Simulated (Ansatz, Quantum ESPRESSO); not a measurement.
# Ce3In (Pm-3m): zone-centre phonons, part 2 of 3

Which modes does Ce3In (Pm-3m) have at the zone centre?

Quantum ESPRESSO 7.5; DFT PBEsol, scalar-relativistic, plane waves, PseudoDojo norm-conserving, 4f in core pseudopotentials.

So far. Step 2 (A first look): No gap opens on this mesh, so smearing is kept; the start stands at 2.1 GPa. Step 4 (Self-consistent run for the response): The cell stands at 0.17 GPa, close enough for phonons. The relaxed cell has a = 4.960 Å (conventional setting).

### 5. Linear response at Γ

At q = 0 one unit cell holds all displacements; symmetry groups them into irreducible representations that are solved one by one. With smeared occupations no response to a homogeneous field can be asked.

File ph.in:

```
phonons
&inputph
   prefix = 'x'
   outdir = './tmp'
   fildyn = 'g.dyn'
   tr2_ph = 1.0d-18
   alpha_mix(1) = 0.4
   nmix_ph = 8
/
0.000000000 0.000000000 0.000000000
```

Launch:

```
$ OMP_NUM_THREADS=1 mpirun -n 8 ph.x -nk 8 -in ph.in > ph.out
```

The log of the run:

```text
[banners, grids, parts of the stress and lines that vanish by symmetry left out]
[banner, memory and clock lines left out]
Program PHONON v.7.5

     ./tmp/x.save/

     IMPORTANT: XC functional enforced from input :
     Exchange-correlation= PBESOL
                           (   1   4  10   8   0   0   0)
     Any further DFT definition will be discarded
     Please, verify this is what you really want

     G-vector sticks info

     Reading collected, re-writing distributed wavefunctions in ./tmp/

     Number and degeneracy of irreps per q-point
       N         xq(1)         xq(2)         xq(3)   N irreps
       1   0.000000000   0.000000000   0.000000000       4
        3   3   3   3

     Calculation of q =    0.0000000   0.0000000   0.0000000

     phonons

     bravais-lattice index     =            1
     lattice parameter (alat)  =       9.3724  a.u.
     unit-cell volume          =     823.2807 (a.u.)^3
     number of atoms/cell      =            4
     number of atomic types    =            2
     kinetic-energy cut-off    =      62.0000  Ry
     charge density cut-off    =     248.0000  Ry
     convergence threshold     =      1.0E-18
     beta                      =       0.4000
     number of iterations used =            8
     Exchange-correlation= PBESOL
                           (   1   4  10   8   0   0   0)

     celldm(1)=    9.37237  celldm(2)=    0.00000  celldm(3)=    0.00000
     celldm(4)=    0.00000  celldm(5)=    0.00000  celldm(6)=    0.00000

     crystal axes: (cart. coord. in units of alat)
               a(1) = (  1.0000  0.0000  0.0000 )
               a(2) = (  0.0000  1.0000  0.0000 )
               a(3) = (  0.0000  0.0000  1.0000 )

     reciprocal axes: (cart. coord. in units 2 pi/alat)
               b(1) = (  1.0000  0.0000  0.0000 )
               b(2) = (  0.0000  1.0000  0.0000 )
               b(3) = (  0.0000  0.0000  1.0000 )

     Atoms inside the unit cell:

     Cartesian axes

     site n.  atom      mass           positions (alat units)
        1  Ce    140.1160   tau(    1) = (    0.50000    0.50000    0.00000  )
        2  Ce    140.1160   tau(    2) = (    0.50000    0.00000    0.50000  )
        3  Ce    140.1160   tau(    3) = (    0.00000    0.50000    0.50000  )
        4  In    114.8180   tau(    4) = (    0.00000    0.00000    0.00000  )

     Computing dynamical matrix for
                    q = (   0.0000000   0.0000000   0.0000000 )

     49 Sym.Ops. (with q -> -q+G )

     G cutoff =  551.8113  (  54339 G-vectors)     FFT grid: ( 48, 48, 48)

     number of k points=    20  Marzari-Vanderbilt smearing, width (Ry)=  0.0200
                       cart. coord. in units 2pi/alat
        k(    1) = (   0.0000000   0.0000000   0.0000000), wk =   0.0092593
        k(    2) = (   0.0000000   0.0000000   0.1666667), wk =   0.0555556
        k(    3) = (   0.0000000   0.0000000   0.3333333), wk =   0.0555556
        [... further k-points left out ...]

     PseudoPot. # 1 for Ce read from file:
     ./pseudo/Ce.upf
     Pseudo is Norm-conserving + core correction, Zval = 11.0
     Using radial grid of 1804 points,  7 beta functions with:
                l(1) =   0
                l(2) =   0
                l(3) =   1
                l(4) =   1
                l(5) =   2
                l(6) =   2
                l(7) =   3

     PseudoPot. # 2 for In read from file:
     ./pseudo/In.upf
     Pseudo is Norm-conserving + core correction, Zval = 13.0
     Using radial grid of 1940 points,  6 beta functions with:
                l(1) =   0
                l(2) =   0
                l(3) =   1
                l(4) =   1
                l(5) =   2
                l(6) =   2

     Mode symmetry, O_h (m-3m)  point group:

     Atomic displacements:
     There are    4 irreducible representations

     Representation     1      3 modes -  To be done

     Representation     2      3 modes -  To be done

     Representation     3      3 modes -  To be done

     Representation     4      3 modes -  To be done

     Alpha used in Ewald sum =   2.3000

     Representation #   1 modes #   1   2   3

     Self-consistent Calculation
      thresh= 1.000E-02 alpha_mix =  0.400 |ddv_scf|^2 =  2.354E-07
      thresh= 4.852E-05 alpha_mix =  0.400 |ddv_scf|^2 =  1.928E-08
      thresh= 1.388E-05 alpha_mix =  0.400 |ddv_scf|^2 =  1.139E-09
      thresh= 3.375E-06 alpha_mix =  0.400 |ddv_scf|^2 =  8.731E-11
      thresh= 9.344E-07 alpha_mix =  0.400 |ddv_scf|^2 =  4.580E-12
      thresh= 2.140E-07 alpha_mix =  0.400 |ddv_scf|^2 =  9.490E-14
      thresh= 3.081E-08 alpha_mix =  0.400 |ddv_scf|^2 =  1.593E-15
      thresh= 3.991E-09 alpha_mix =  0.400 |ddv_scf|^2 =  3.442E-16
      thresh= 1.855E-09 alpha_mix =  0.400 |ddv_scf|^2 =  3.346E-18
      thresh= 1.829E-10 alpha_mix =  0.400 |ddv_scf|^2 =  3.356E-20

     End of self-consistent calculation

     Convergence has been achieved

     Representation #   2 modes #   4   5   6

     Self-consistent Calculation
      thresh= 1.000E-02 alpha_mix =  0.400 |ddv_scf|^2 =  1.766E-06
      thresh= 1.329E-04 alpha_mix =  0.400 |ddv_scf|^2 =  1.739E-07
      thresh= 4.170E-05 alpha_mix =  0.400 |ddv_scf|^2 =  1.264E-09
      thresh= 3.556E-06 alpha_mix =  0.400 |ddv_scf|^2 =  2.032E-10
[...]
End of self-consistent calculation

     Convergence has been achieved

     Representation #   3 modes #   7   8   9

     Self-consistent Calculation
[...]
End of self-consistent calculation

     Convergence has been achieved

     Representation #   4 modes #  10  11  12

     Self-consistent Calculation
[...]
thresh= 8.591E-06 alpha_mix =  0.400 |ddv_scf|^2 =  2.041E-10
      thresh= 1.429E-06 alpha_mix =  0.400 |ddv_scf|^2 =  2.416E-12
      thresh= 1.554E-07 alpha_mix =  0.400 |ddv_scf|^2 =  1.614E-13
      thresh= 4.018E-08 alpha_mix =  0.400 |ddv_scf|^2 =  1.849E-15
      thresh= 4.300E-09 alpha_mix =  0.400 |ddv_scf|^2 =  1.437E-17
      thresh= 3.791E-10 alpha_mix =  0.400 |ddv_scf|^2 =  3.684E-18
      thresh= 1.919E-10 alpha_mix =  0.400 |ddv_scf|^2 =  8.602E-21

     End of self-consistent calculation

     Convergence has been achieved

     Number of q in the star =    1
     List of q in the star:
          1   0.000000000   0.000000000   0.000000000

     Diagonalizing the dynamical matrix

     q = (    0.000000000   0.000000000   0.000000000 )

 **************************************************************************
     freq (    1) =      -0.152354 [THz] =      -5.081988 [cm-1]
     freq (    2) =      -0.152354 [THz] =      -5.081988 [cm-1]
     freq (    3) =      -0.152354 [THz] =      -5.081988 [cm-1]
     freq (    4) =       1.879994 [THz] =      62.709845 [cm-1]
     freq (    5) =       1.879994 [THz] =      62.709845 [cm-1]
     freq (    6) =       1.879994 [THz] =      62.709845 [cm-1]
     freq (    7) =       2.763554 [THz] =      92.182239 [cm-1]
     freq (    8) =       2.763554 [THz] =      92.182239 [cm-1]
     freq (    9) =       2.763554 [THz] =      92.182239 [cm-1]
     freq (   10) =       3.835737 [THz] =     127.946418 [cm-1]
     freq (   11) =       3.835737 [THz] =     127.946418 [cm-1]
     freq (   12) =       3.835737 [THz] =     127.946418 [cm-1]
 **************************************************************************

     Mode symmetry, O_h (m-3m)  point group:

     freq (   1-   3) =         -5.1  [cm-1]   --> T_1u G_15  G_4- I
     freq (   4-   6) =         62.7  [cm-1]   --> T_2u G_25  G_5-
     freq (   7-   9) =         92.2  [cm-1]   --> T_1u G_15  G_4- I
     freq (  10-  12) =        127.9  [cm-1]   --> T_1u G_15  G_4- I
```

Wall time 6.4 min (8 MPI ranks of Arm Neoverse V1, shared host).

Numbers from this step:

```
largest acoustic frequency at the zone centre before the sum rule : -5.08 cm⁻¹
highest optical zone-centre mode (no LO-TO term)                  : 128.0 cm⁻¹
lowest optical zone-centre mode                                   : 62.71 cm⁻¹
```

The acoustic modes at Γ come out as far as 5.1 cm⁻¹ from zero, where they should vanish, a small numerical error.

### 6. Modes with the sum rule

A rigid shift of the crystal must cost nothing, but grids and finite bases break this; the acoustic sum rule is imposed before the matrix is diagonalised again.

File dynmat.in:

```
&input
   fildyn = 'g.dyn'
   asr = 'simple'
   fileig = 'dynmat.eig'
/
```

Launch:

```
$ dynmat.x -in dynmat.in > dynmat.out
```

The log of the run:

```text
[banner, memory and clock lines left out]
Program DYNMAT v.7.5

     Reading Dynamical Matrix from file g.dyn
     ...Force constants read
     ...epsilon and Z* not read (not found on file)
     A direction for q was not specified:TO-LO splitting will be absent

     Polarizability (A^3 units)
     multiply by 1.000000 for Clausius-Mossotti correction
         0.000000    0.000000    0.000000
         0.000000    0.000000    0.000000
         0.000000    0.000000    0.000000

     IR activities are in (D/A)^2/amu units

# mode   [cm-1]    [THz]      IR
    1     -0.00   -0.0000    0.0000
    2     -0.00   -0.0000    0.0000
    3     -0.00   -0.0000    0.0000
    4     62.83    1.8837    0.0000
    5     62.83    1.8837    0.0000
    6     62.83    1.8837    0.0000
    7     92.46    2.7720    0.0000
    8     92.46    2.7720    0.0000
    9     92.46    2.7720    0.0000
   10    128.01    3.8377    0.0000
   11    128.01    3.8377    0.0000
   12    128.01    3.8377    0.0000

[end of the log left out, with the tail of the file of modes that dynmat.x writes under the same name]
```

It took 0.45 s on 1 thread.

Read from the output:

```
lowest optical zone-centre mode : 62.83 cm⁻¹
```

Unit eigenvectors of the mass-weighted matrix after the sum rule; no LO-TO term. The modes at Γ (shares of kinetic energy by element, %):

| mode | frequency (cm⁻¹) | symmetry | Ce % | In % |
| --- | --- | --- | --- | --- |
| 1 | 0.0 | acoustic | 79 | 21 |
| 2 | 0.0 | acoustic | 79 | 21 |
| 3 | 0.0 | acoustic | 79 | 21 |
| 4 | 62.8 | T2u | 100 | 0 |
| 5 | 62.8 | T2u | 100 | 0 |
| 6 | 62.8 | T2u | 100 | 0 |
| 7 | 92.5 | T1u | 25 | 75 |
| 8 | 92.5 | T1u | 25 | 75 |
| 9 | 92.5 | T1u | 25 | 75 |
| 10 | 128.0 | T1u | 96 | 4 |
| 11 | 128.0 | T1u | 96 | 4 |
| 12 | 128.0 | T1u | 96 | 4 |

Displacements in mode 6 (62.8 cm⁻¹), the largest set to 1:
```
Ce1  0.00  0.04  0.00
Ce2  0.00  0.00  1.00
Ce3  0.00 -0.04 -1.00
In4  0.00  0.00  0.00
```

Displacements in mode 12 (128.0 cm⁻¹), the largest set to 1:
```
Ce1  0.00  0.00  1.00
Ce2  0.00  0.00 -0.62
Ce3  0.00  0.00 -0.62
In4  0.00  0.00  0.30
```

The rule moves no optical mode by more than 0.3 cm⁻¹.

### 7. Sum rules set otherwise: a sum rule for molecules or wires on a crystal

This rule also removes rotations, which suits wires and not a crystal; it is tried to see the harm.

File dynmat.in:

```
&input
   fildyn = 'g.dyn'
   asr = 'one-dim'
   fileig = 'dynmat.eig'
/
```

Launch:

```
$ dynmat.x -in dynmat.in > dynmat.out
```

The log of the run:

```text
[banner, memory and clock lines left out]
Program DYNMAT v.7.5

     Reading Dynamical Matrix from file g.dyn
     ...Force constants read
     ...epsilon and Z* not read (not found on file)
asr rotation axis in 1D system=    3
     Acoustic Sum Rule: || Z*(ASR) - Z*(orig)|| =    0.000000E+00
     Acoustic Sum Rule: ||dyn(ASR) - dyn(orig)||=    8.581655E-02
     A direction for q was not specified:TO-LO splitting will be absent

     Polarizability (A^3 units)
     multiply by 1.000000 for Clausius-Mossotti correction
         0.000000    0.000000    0.000000
         0.000000    0.000000    0.000000
         0.000000    0.000000    0.000000

     IR activities are in (D/A)^2/amu units

# mode   [cm-1]    [THz]      IR
    1     -0.00   -0.0000    0.0000
    2     -0.00   -0.0000    0.0000
    3     -0.00   -0.0000    0.0000
    4      0.00    0.0000    0.0000
    5     62.71    1.8800    0.0000
    6     62.71    1.8800    0.0000
    7     78.95    2.3669    0.0000
    8     92.20    2.7641    0.0000
    9     92.20    2.7641    0.0000
   10    125.61    3.7656    0.0000
   11    127.95    3.8358    0.0000
   12    127.95    3.8358    0.0000

[end of the log left out, with the tail of the file of modes that dynmat.x writes under the same name]
```

Run time: 0.45 s. Hardware: 1 thread.

The run ended normally, but on settings that are not sound.

The fault: a sum rule for molecules or wires on a crystal; 1 optical mode is projected out to zero frequency, as if it were a rotation.

For a crystal the rule has to be 'simple' or 'crystal'.

Zone-centre frequencies as printed; negative means imaginary. Modes:

| mode | frequency (cm⁻¹) |
| --- | --- |
| 1 | 0 |
| 2 | 0 |
| 3 | 0 |
| 4 | 0 |
| 5 | 62.71 |
| 6 | 62.71 |
| 7 | 78.95 |
| 8 | 92.2 |
| 9 | 92.2 |
| 10 | 125.6 |
| 11 | 128 |
| 12 | 128 |

### 8. Sum rules set otherwise (asr crystal)

The rule can be imposed in more than one way; the choices should agree where the raw error is small.

File dynmat.in:

```
&input
   fildyn = 'g.dyn'
   asr = 'crystal'
   fileig = 'dynmat.eig'
/
```

Launch:

```
$ dynmat.x -in dynmat.in > dynmat.out
```

The log of the run:

```text
[banner, memory and clock lines left out]
Program DYNMAT v.7.5

     Reading Dynamical Matrix from file g.dyn
     ...Force constants read
     ...epsilon and Z* not read (not found on file)
     Acoustic Sum Rule: || Z*(ASR) - Z*(orig)|| =    0.000000E+00
     Acoustic Sum Rule: ||dyn(ASR) - dyn(orig)||=    6.179924E-04
     A direction for q was not specified:TO-LO splitting will be absent

     Polarizability (A^3 units)
     multiply by 1.000000 for Clausius-Mossotti correction
         0.000000    0.000000    0.000000
         0.000000    0.000000    0.000000
         0.000000    0.000000    0.000000

     IR activities are in (D/A)^2/amu units

# mode   [cm-1]    [THz]      IR
    1     -0.00   -0.0000    0.0000
    2     -0.00   -0.0000    0.0000
    3      0.00    0.0000    0.0000
    4     62.71    1.8800    0.0000
    5     62.71    1.8800    0.0000
    6     62.71    1.8800    0.0000
    7     92.20    2.7641    0.0000
    8     92.20    2.7641    0.0000
    9     92.20    2.7641    0.0000
   10    127.95    3.8358    0.0000
   11    127.95    3.8358    0.0000
   12    127.95    3.8358    0.0000

[end of the log left out, with the tail of the file of modes that dynmat.x writes under the same name]
```

Wall time 0.45 s (1 thread).

Read from the output:

```
lowest optical zone-centre mode : 62.71 cm⁻¹
```

Zone-centre frequencies as printed; negative means imaginary. Modes:

| mode | frequency (cm⁻¹) |
| --- | --- |
| 1 | 0 |
| 2 | 0 |
| 3 | 0 |
| 4 | 62.71 |
| 5 | 62.71 |
| 6 | 62.71 |
| 7 | 92.2 |
| 8 | 92.2 |
| 9 | 92.2 |
| 10 | 128 |
| 11 | 128 |
| 12 | 128 |

Against the first rule no mode moves by more than 0.3 cm⁻¹.

(Part 2 of 3 ends here.)

[Host names and launcher messages were left out of these logs when they were recorded.]

[Logs are printed without paths, hosts, clocks, repeated set-up lines and the standing remarks that a program may print on its own settings, such as how far it seeks lower states.]

[Hosts, paths, dates, database ids (printed as entryN), source tags and the programs' standing remarks are cut or masked in the printed files.]
